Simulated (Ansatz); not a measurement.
# Decaying states in the gap of KLaCl2F2, part 3 of 3

A new crystal, KLaCl2F2: structure, gap and complex bands. It is built by putting Cl for part of the F in the KLaF4 structure of space group P4/mmm, with the volume rescaled by atomic radii. The parent structure comes from the Materials Project.

Ansatz 0.2.0; PBE DFT, plane waves, PAW files (the session's first sound run).

So far, gap on path (eV): step 3 (the bulk crystal and its band edges) 4.54.

The structure was built from a prototype and need not be the compound's stable phase.

## 6. Complex bands, plane (001), k-mesh 6×6×4

Level of this step: PBE DFT, plane waves, PAW files; complex bands by layer matching along the plane's normal (Ansatz).

The same for the (001) plane, at (0, 0), (-0.5, 0) and (0.5, 0) (two of them one point), to see how the decay depends on direction.

input.yaml

```yaml
crystal:
  lattice:
    - [4.982724937, 0.0, 0.0]
    - [0.0, 4.076881092, 0.0]
    - [0.0, 0.0, 7.678649284]
  atoms:
    - { symbol: K, position: [0.0, 0.0, 0.0] }
    - { symbol: La, position: [0.5, 0.5, 0.5] }
    - { symbol: F, position: [0.5, 0.0, 0.6702809277] }
    - { symbol: Cl, position: [0.0, 0.5, 0.2837947815] }
    - { symbol: F, position: [0.5, 0.0, 0.3297190723] }
    - { symbol: Cl, position: [0.0, 0.5, 0.7162052185] }
kpoints:
  mp_grid: { grid: [6, 6, 4] }
scf:
  occupations: { method: fixed }
hamiltonian:
  xc: pbe
output:
  eigenvalues: true
  transmission:
    leads: [[0, 0]]
    kpoints: [[0.0, 0.0], [-0.5, 0.0], [0.5, 0.0]]
    e_range: [-1.0, 5.54]
    de: 0.13
```

On the command line:

```console
> ansatz run input.yaml --threads 2 --pin off --max-ram 4096MiB --backend cpu --events-out ev --progress --plain --runs-dir out
```

Numbers of over 12 decimals in the logs are rounded to 6 here.

Output:

```text
[...]
Crystal: 6 atoms, lattice volume = 155.984 Å³
Basis set: ecut = 420 eV, 3045 PW (Γ)
Bands: 30, of which v1, the nominal top of the filled ones, is band 24 counted from 1 (23 counted from 0)
Symmetry: 8 space group operations
[...]
k-points: 48 of 144
[...]
SCF iter   1: F=—  HF=-11575.690775 eV  |F-HF|=—  |Δ(HF+E_count)|=         —  Δρ=1.35e-3  dr2=5.85e-3  ethr=1.77e-3  ⟨swp⟩=3.8  Hψ=5514  notcnv=0  defer=16
[...]
SCF iter   7: F=-11575.690495 eV  HF=-11575.690495 eV  |F-HF|=1.65e-8  |Δ(HF+E_count)|=   3.67e-7  Δρ=1.97e-6  dr2=1.21e-8  ethr=2.08e-10  ⟨swp⟩=6.2  Hψ=5378  notcnv=0
SCF 1 converged in 7 iterations: F = -11575.690495 eV  dr2 = 1.21e-8
[...]
transmission: 10 of 30 steps passed
transmission: 20 of 30 steps passed
transmission: 30 of 30 steps passed
SCF converged after 7 iterations
Free energy (F): -11575.690495 eV
[...]
Internal energy: -11575.690495 eV  (E = F + TS)
E sigma→0 (E₀):  -11575.690495 eV
Fermi energy:    2.124349 eV
[...]
--- Band table (eV; the first three rows and the last of 48) ---
  k-point 0: bands = [... 20 lower, 1.6114, 1.8931, 1.9545, 1.9743, 6.7804, 6.8097, 6.8709, 6.9077, ... 2 higher]
  k-point 1: bands = [... 20 lower, 1.6168, 1.7273, 1.8060, 2.0699, 6.7802, 6.8096, 6.8583, 6.9082, ... 2 higher]
  k-point 2: bands = [... 20 lower, 1.5154, 1.6216, 1.7599, 2.1243, 6.7799, 6.8096, 6.8512, 6.9088, ... 2 higher]
  k-point 47: bands = [... 20 lower, 1.3472, 1.6843, 1.7490, 1.7761, 6.7049, 6.7055, 6.8075, 6.9017, ... 2 higher]
--- Transmission ---
  basis      : 173 plane waves across, 10 finite elements along
  points     : 3, as listed
[...]
crystal 0  : K1Cl2F2La1, at the sites [0, 0], period 7.6786 Å: whole cells are its period
[...]
channels       : 0.000000e0 a spin
[...]
slowest decay  : 0.3830 /Å at (0.0000, 0.0000)
```

Wall time 29 s (2 threads of Arm Neoverse V2, shared host); peak memory 0.68 GiB.

Numbers from this step:

| Property | Result |
| --- | --- |
| decay constant at the filling level, zone centre | 0.3830 Å⁻¹ |
| decay constant at the filling level, slowest listed point | 0.383 Å⁻¹ |

K parallel (0, 0); values up to 1.5 1/Å, a degenerate pair printed once or twice; energies at which all values exceed this have no row. Im kz of the slowest decaying states against energy, zero at the highest filled level on the SCF mesh:

```csv
energy (eV),decay 1 (Å⁻¹),decay 2 (Å⁻¹),decay 3 (Å⁻¹),decay 4 (Å⁻¹)
-1.000,0.160,0.531,0.697,0.787
-0.480,0.304,0.348,0.625,0.744
0.040,0.165,0.171,0.671,0.856
0.560,0.285,0.505,0.694,0.938
0.950,0.329,0.594,0.701,0.973
1.470,0.363,0.662,0.699,1.00
1.990,0.380,0.687,0.700,0.988
2.510,0.384,0.664,0.720,0.946
3.030,0.376,0.630,0.726,0.902
3.550,0.356,0.585,0.718,0.855
3.940,0.331,0.544,0.701,0.818
4.460,0.274,0.489,0.635,0.772
4.980,0.104,0.359,0.566,0.630
5.500,0.203,0.571,0.810,0.854
```

K parallel (-0.5, 0); values up to 1.5 1/Å, a degenerate pair printed once or twice; energies at which all values exceed this have no row. Im kz of the slowest decaying states against energy, zero at the highest filled level on the SCF mesh:

```csv
energy (eV),decay 1 (Å⁻¹),decay 2 (Å⁻¹),decay 3 (Å⁻¹),decay 4 (Å⁻¹)
-1.00,0.0991,0.520,0.538,0.667
-0.74,0.0135,0.361,0.409,0.704
-0.35,0.0879,0.616,0.742,1.08
0.04,0.223,0.298,0.725,0.779
0.30,0.290,0.436,0.747,0.813
0.56,0.336,0.514,0.755,0.843
0.95,0.383,0.585,0.757,0.877
1.34,0.414,0.629,0.751,0.899
1.60,0.430,0.650,0.744,0.909
1.86,0.441,0.664,0.734,0.917
2.25,0.453,0.679,0.715,0.923
2.64,0.459,0.686,0.691,0.926
2.90,0.460,0.672,0.688,0.926
3.16,0.458,0.651,0.688,0.925
3.55,0.451,0.616,0.684,0.922
3.94,0.434,0.581,0.678,0.923
4.20,0.411,0.576,0.678,0.944
4.46,0.335,0.631,0.708,0.788
4.85,0.261,0.412,0.517,0.810
5.24,0.510,0.539,0.773,0.809
5.50,0.473,0.516,0.741,0.809
```

K parallel (0.5, 0); values up to 1.5 1/Å, a degenerate pair printed once or twice; energies at which all values exceed this have no row. The Im kz of the slowest decaying states by energy, zero at the highest filled level on the SCF mesh:

```
energy (eV)  decay 1 (Å⁻¹)  decay 2 (Å⁻¹)  decay 3 (Å⁻¹)  decay 4 (Å⁻¹)
     -1.000         0.0991          0.520          0.538          0.667
     -0.480          0.534          0.730           1.07           1.09
      0.040          0.223          0.298          0.725          0.779
      0.560          0.336          0.514          0.755          0.843
      0.950          0.383          0.585          0.757          0.877
      1.470          0.422          0.640          0.748          0.905
      1.990          0.446          0.670          0.728          0.920
      2.510          0.457          0.685          0.700          0.926
      3.030          0.459          0.662          0.688          0.925
      3.550          0.451          0.616          0.684          0.922
      3.940          0.434          0.581          0.678          0.923
      4.460          0.335          0.631          0.708          0.788
      4.980          0.259          0.543          0.682          0.711
      5.500          0.473          0.516          0.741          0.809
```

At the listed wavevectors the last open channel is at -0.09 eV and the next at +5.11 eV on the grid, wider than the gap, since narrow bands can fall between grid energies. At +2.25 eV, the grid energy nearest the filling level (the middle of the gap on the SCF mesh), the slowest state at the listed wavevectors decays with κ = 0.383 Å⁻¹, its amplitude falling by e over 2.6 Å; the first such run, plane (100), gave 0.447 Å⁻¹.

## 7. Band edges at another level

This step: LDA DFT, plane waves, PAW files (Ansatz 0.2.0).

The edges again with LDA, at the same atoms.

input.yaml

```yaml
crystal:
  lattice:
    - [4.9827249374, 0.0, 0.0]
    - [0.0, 4.0768810924, 0.0]
    - [0.0, 0.0, 7.6786492841]
  atoms:
    - { symbol: K, position: [0.0, 0.0, 0.0] }
    - { symbol: La, position: [0.5, 0.5, 0.5] }
    - { symbol: F, position: [0.5, 0.0, 0.6702809277] }
    - { symbol: Cl, position: [0.0, 0.5, 0.2837947815] }
    - { symbol: F, position: [0.5, 0.0, 0.3297190723] }
    - { symbol: Cl, position: [0.0, 0.5, 0.7162052185] }
kpoints:
  mp_grid: { grid: [6, 6, 4] }
  band_path: { path: [VBM, CBM], npoints: 30 }
scf:
  occupations: { method: fixed }
hamiltonian:
  xc: lda
output:
  eigenvalues: true
```

Output:

```text
[...]
Crystal: 6 atoms, lattice volume = 155.984 Å³
Basis set: ecut = 420 eV, 3045 PW (Γ)
Bands: 30, of which v1, the nominal top of the filled ones, is band 24 counted from 1 (23 counted from 0)
Symmetry: 8 space group operations
[...]
k-points: 48 of 144
[...]
SCF iter   1: F=—  HF=-11259.961602 eV  |F-HF|=—  |Δ(HF+E_count)|=         —  Δρ=1.07e-2  dr2=1.39e-1  ethr=1.77e-3  ⟨swp⟩=3.9  Hψ=5508  notcnv=0  defer=19
[...]
SCF iter   8: F=-11259.925883 eV  HF=-11259.925883 eV  |F-HF|=1.43e-8  |Δ(HF+E_count)|=   2.57e-7  Δρ=1.63e-6  dr2=9.59e-9  ethr=2.08e-10  ⟨swp⟩=5.5  Hψ=4528  notcnv=0
SCF 1 converged in 8 iterations: F = -11259.925883 eV  dr2 = 9.59e-9
[...]
SCF converged after 8 iterations
Free energy (F): -11259.925883 eV
[...]
Internal energy: -11259.925883 eV  (E = F + TS)
E sigma→0 (E₀):  -11259.925883 eV
Fermi energy:    1.858477 eV
[...]
--- Band table (eV; the first three rows and the last of 48) ---
  k-point 0: bands = [... 20 lower, 1.3244, 1.6168, 1.6856, 1.6991, 6.3867, 6.4220, 6.4901, 6.5215, ... 2 higher]
  k-point 1: bands = [... 20 lower, 1.3298, 1.4405, 1.5239, 1.8009, 6.3864, 6.4220, 6.4743, 6.5221, ... 2 higher]
  k-point 2: bands = [... 20 lower, 1.2039, 1.3346, 1.4753, 1.8585, 6.3862, 6.4219, 6.4676, 6.5218, ... 2 higher]
  k-point 47: bands = [... 20 lower, 1.0579, 1.4052, 1.4456, 1.4662, 6.3115, 6.3165, 6.4149, 6.5169, ... 2 higher]
```

Elapsed: 16 s, on 2 threads; peak memory 0.49 GiB.

This step gave:

```yaml
free_energy: -11259.9259 eV
fermi_energy: 1.858 eV
gap_on_the_k_mesh: 4.416 eV
gap_on_path: 4.416 eV, by band count; negative where bands overlap
direct_gap_on_path: 4.528 eV
```

The electronic bands at the labelled points (eV, zero at the Fermi level (highest filled level under fixed occupations); v1 is the highest filled band, c1 the lowest empty one):

```csv
point,v4,v3,v2,v1,c1,c2,c3,c4
VBM,-0.65,-0.52,-0.38,0.00,4.53,4.56,4.61,4.66
halfway,-0.67,-0.43,-0.43,-0.12,4.48,4.56,4.57,4.64
CBM,-0.68,-0.43,-0.29,-0.26,4.42,4.53,4.60,4.62
```

The searched edges give 4.42 eV, as on the mesh.

Between step 3 and this run (LDA) the value for the gap on path moves from 4.54 eV to 4.42 eV.

## 8. Complex bands at another level

This step: LDA DFT, plane waves, PAW files; complex bands by layer matching along the plane's normal (Ansatz 0.2.0).

The complex bands at that level, over its own gap, at (0, 0) and (0, -0.5).

input.yaml

```yaml
crystal:
  lattice:
    - [4.076881092, 0.0, 0.0]
    - [0.0, 7.678649284, 0.0]
    - [0.0, 0.0, 4.982724937]
  atoms:
    - { symbol: K, position: [0.0, 0.0, 0.0] }
    - { symbol: La, position: [0.5, 0.5, 0.5] }
    - { symbol: F, position: [0.0, 0.6702809277, 0.5] }
    - { symbol: Cl, position: [0.5, 0.2837947815, 0.0] }
    - { symbol: F, position: [0.0, 0.3297190723, 0.5] }
    - { symbol: Cl, position: [0.5, 0.7162052185, 0.0] }
kpoints:
  mp_grid: { grid: [6, 4, 6] }
scf:
  occupations: { method: fixed }
hamiltonian:
  xc: lda
output:
  eigenvalues: true
  transmission:
    leads: [[0, 0]]
    kpoints: [[0.0, 0.0], [0.0, -0.5]]
    e_range: [-1.0, 5.42]
    de: 0.11
```

Output:

```text
[...]
Crystal: 6 atoms, lattice volume = 155.984 Å³
Basis set: ecut = 420 eV, 3045 PW (Γ)
Bands: 30, of which v1, the nominal top of the filled ones, is band 24 counted from 1 (23 counted from 0)
Symmetry: 8 space group operations
[...]
k-points: 48 of 144
[...]
SCF iter   1: F=—  HF=-11259.961587 eV  |F-HF|=—  |Δ(HF+E_count)|=         —  Δρ=1.07e-2  dr2=1.39e-1  ethr=1.77e-3  ⟨swp⟩=3.9  Hψ=5513  notcnv=0  defer=18
[...]
SCF iter   8: F=-11259.925883 eV  HF=-11259.925883 eV  |F-HF|=1.39e-8  |Δ(HF+E_count)|=   2.58e-7  Δρ=1.62e-6  dr2=9.41e-9  ethr=2.08e-10  ⟨swp⟩=5.5  Hψ=4507  notcnv=0
SCF 1 converged in 8 iterations: F = -11259.925883 eV  dr2 = 9.41e-9
[...]
transmission: 7 of 14 steps passed
transmission: 14 of 14 steps passed
SCF converged after 8 iterations
Free energy (F): -11259.925883 eV
[...]
Internal energy: -11259.925883 eV  (E = F + TS)
E sigma→0 (E₀):  -11259.925883 eV
Fermi energy:    1.858477 eV
[...]
--- Band table (eV; the first three rows and the last of 48) ---
  k-point 0: bands = [... 20 lower, 1.3244, 1.6168, 1.6856, 1.6991, 6.3867, 6.4220, 6.4901, 6.5215, ... 2 higher]
  k-point 1: bands = [... 20 lower, 1.2031, 1.5694, 1.6674, 1.6711, 6.3745, 6.4042, 6.4667, 6.4868, ... 2 higher]
  k-point 2: bands = [... 20 lower, 1.1863, 1.4751, 1.6041, 1.6264, 6.3024, 6.4143, 6.4389, 6.4865, ... 2 higher]
  k-point 47: bands = [... 20 lower, 1.0579, 1.4052, 1.4456, 1.4662, 6.3115, 6.3165, 6.4149, 6.5169, ... 2 higher]
--- Transmission ---
  basis      : 273 plane waves across, 7 finite elements along
  points     : 2, as listed
[...]
channels       : 0.000000e0 a spin
[...]
slowest decay  : 0.4247 /Å at (0.0000, 0.0000)
```

Elapsed: 53 s, on 2 threads; peak memory 0.99 GiB; 1.7 min of CPU time.

Numbers from this step:

* level to which the leads are filled: 2.208 eV from the Fermi level
* decay constant at the filling level, zone centre: 0.4247 Å⁻¹
* decay constant at the filling level, slowest listed point: 0.4247 Å⁻¹

K parallel (0, 0); values up to 1.5 1/Å, a degenerate pair printed once or twice; energies at which all values exceed this have no row. Table of Im kz of the slowest decaying states by energy, zero at the highest filled level on the SCF mesh:

| energy (eV) | decay 1 (Å⁻¹) | decay 2 (Å⁻¹) | decay 3 (Å⁻¹) | decay 4 (Å⁻¹) |
| --- | --- | --- | --- | --- |
| -1.00 | 0.494 | 0.513 | 0.554 | 0.629 |
| -0.78 | 0.427 | 0.443 | 0.514 | 0.568 |
| -0.45 | 0.127 | 0.130 | 0.314 | 0.390 |
| -0.23 | 0.0986 | 0.234 | 0.509 | 0.542 |
| -0.01 | 0.293 | 0.378 | 0.379 | 0.491 |
| 0.32 | 0.349 | 0.514 | 0.551 | 0.568 |
| 0.54 | 0.374 | 0.551 | 0.566 | 0.623 |
| 0.76 | 0.393 | 0.550 | 0.603 | 0.640 |
| 1.09 | 0.412 | 0.546 | 0.642 | 0.654 |
| 1.31 | 0.421 | 0.541 | 0.658 | 0.661 |
| 1.53 | 0.426 | 0.536 | 0.660 | 0.676 |
| 1.86 | 0.428 | 0.525 | 0.659 | 0.692 |
| 2.08 | 0.426 | 0.516 | 0.656 | 0.699 |
| 2.30 | 0.422 | 0.507 | 0.652 | 0.705 |
| 2.52 | 0.416 | 0.496 | 0.646 | 0.709 |
| 2.85 | 0.401 | 0.477 | 0.635 | 0.712 |
| 3.07 | 0.389 | 0.462 | 0.626 | 0.713 |
| 3.29 | 0.373 | 0.446 | 0.616 | 0.714 |
| 3.62 | 0.342 | 0.419 | 0.597 | 0.717 |
| 3.84 | 0.317 | 0.398 | 0.583 | 0.709 |
| 4.06 | 0.286 | 0.375 | 0.565 | 0.649 |
| 4.39 | 0.196 | 0.224 | 0.348 | 0.383 |
| 4.61 | 0.167 | 0.194 | 0.197 | 0.209 |
| 4.83 | 0.159 | 0.288 | 0.408 | 0.530 |
| 5.16 | 0.266 | 0.454 | 0.518 | 0.600 |
| 5.38 | 0.0669 | 0.157 | 0.434 | 0.484 |

K parallel (0, -0.5); values up to 1.5 1/Å, a degenerate pair printed once or twice; energies at which all values exceed this have no row. The Im kz of the slowest decaying states by energy, zero at the highest filled level on the SCF mesh:

```csv
energy (eV),decay 1 (Å⁻¹),decay 2 (Å⁻¹),decay 3 (Å⁻¹),decay 4 (Å⁻¹)
-1.00,0.405,0.462,0.498,0.663
-0.67,0.111,0.266,0.470,0.591
-0.34,0.185,0.200,0.435,0.500
-0.01,0.310,0.455,0.529,0.565
0.32,0.371,0.500,0.541,0.556
0.54,0.399,0.546,0.589,0.598
0.87,0.431,0.550,0.613,0.643
1.20,0.452,0.549,0.617,0.673
1.53,0.467,0.545,0.617,0.695
1.86,0.476,0.538,0.613,0.709
2.19,0.481,0.529,0.606,0.719
2.52,0.482,0.516,0.597,0.725
2.85,0.480,0.502,0.585,0.728
3.18,0.476,0.484,0.571,0.730
3.51,0.464,0.472,0.555,0.732
3.84,0.441,0.470,0.537,0.669
4.06,0.427,0.477,0.524,0.608
4.39,0.269,0.299,0.417,0.440
4.72,0.182,0.213,0.283,0.334
5.05,0.212,0.240,0.287,0.485
5.38,0.169,0.178,0.468,0.501
```

At the listed wavevectors the last open channel is at -0.01 eV and the next at +4.50 eV on the grid. At +2.19 eV, the grid energy nearest the filling level (the middle of the gap on the SCF mesh), the slowest state at the listed wavevectors decays with κ = 0.425 Å⁻¹, its amplitude falling by e over 2.4 Å; the first such run, plane (100), gave 0.447 Å⁻¹.

## 9. A check of the settings

This step: PBE DFT, plane waves, PAW files; complex bands by layer matching along the plane's normal; changed: output.transmission.leads = [[0, 3], [1, 5]], scf.max_iter = 75 (Ansatz 0.2.0).

This run repeats an earlier one, its twin (the complex run, plane (100)), with two settings changed (output.transmission.leads, scf.max_iter; files written aside). The setting was drawn as a possible misstep, on purpose. Where the input is shown as a difference, that is against the step before, not the twin.

Edit input.yaml of step 8 so:

```diff
@@ -16,4 +16,5 @@
   occupations: { method: fixed }
+  max_iter: 75
 hamiltonian:
-  xc: lda
+  xc: pbe
 output:
@@ -21,5 +22,5 @@
   transmission:
-    leads: [[0, 0]]
+    leads: [[0, 3], [1, 5]]
     kpoints: [[0.0, 0.0], [0.0, -0.5]]
-    e_range: [-1.0, 5.42]
+    e_range: [-1.0, 5.54]
     de: 0.11
```

Output:

```text
Error: inconsistent input (output.transmission.leads, crystal): the sites of the lead [0, 3] lie in one layer: name a like site one step up.
List the leads and leave barriers out. Name each by two sites of one ion a step apart, counted from 0. A search, which can't tell a lead from a barrier or a film with its gap, finds:
  [0, 0]  K1Cl2La1F2, period 4.9827 Å from a height of 3.52 Å
```

The job ended after 0.06 s (2 threads; peak memory 0.099 GiB).

The program refused the input before any cycle.

The program's message: “Error: inconsistent input (output.transmission.leads, crystal): the sites of the lead [0, 3] lie in one layer: name a like site one step up.”

The change that led to it: output.transmission.leads = [[0, 3], [1, 5]].

## 10. What came out

| Property | Result |
| --- | --- |
| band gap | 4.54 eV |
| least decay constant at mid-gap, normal to (100) | 0.447 Å⁻¹ |
| least decay constant at mid-gap, normal to (001) | 0.383 Å⁻¹ |
| least decay constant on a mesh, normal to (100) | 0.447 Å⁻¹ |
| least decay constant, LDA | 0.425 Å⁻¹ |

In words: With PBE, the slowest decay at the wavevectors tried is κ = 0.383 Å⁻¹, normal to (001). Through such a film the transmission near mid-gap falls as exp(−2κd), a factor of ten every 3.0 Å. The decay depends on direction: 1.2 times faster normal to (100). A free electron under a barrier of half the gap would need a mass of 0.25 mₑ to decay at this rate. With LDA the gap goes from 4.54 to 4.42 eV and the decay constant, over the first 2 listed wavevectors, from 0.447 to 0.425 Å⁻¹. The compound is made up by substitution; its stability against other phases and against distortions of the cell's symmetry was not tested. A semilocal functional narrows gaps, so real decay constants are likely larger.

[Logs are printed without paths, hosts, clocks, repeated set-up lines and the standing remarks that a program may print on its own settings, such as how far it seeks lower states.]

[Hosts, paths, dates, database ids (printed as entryN), source tags and the programs' standing remarks are cut or masked in the printed files.]
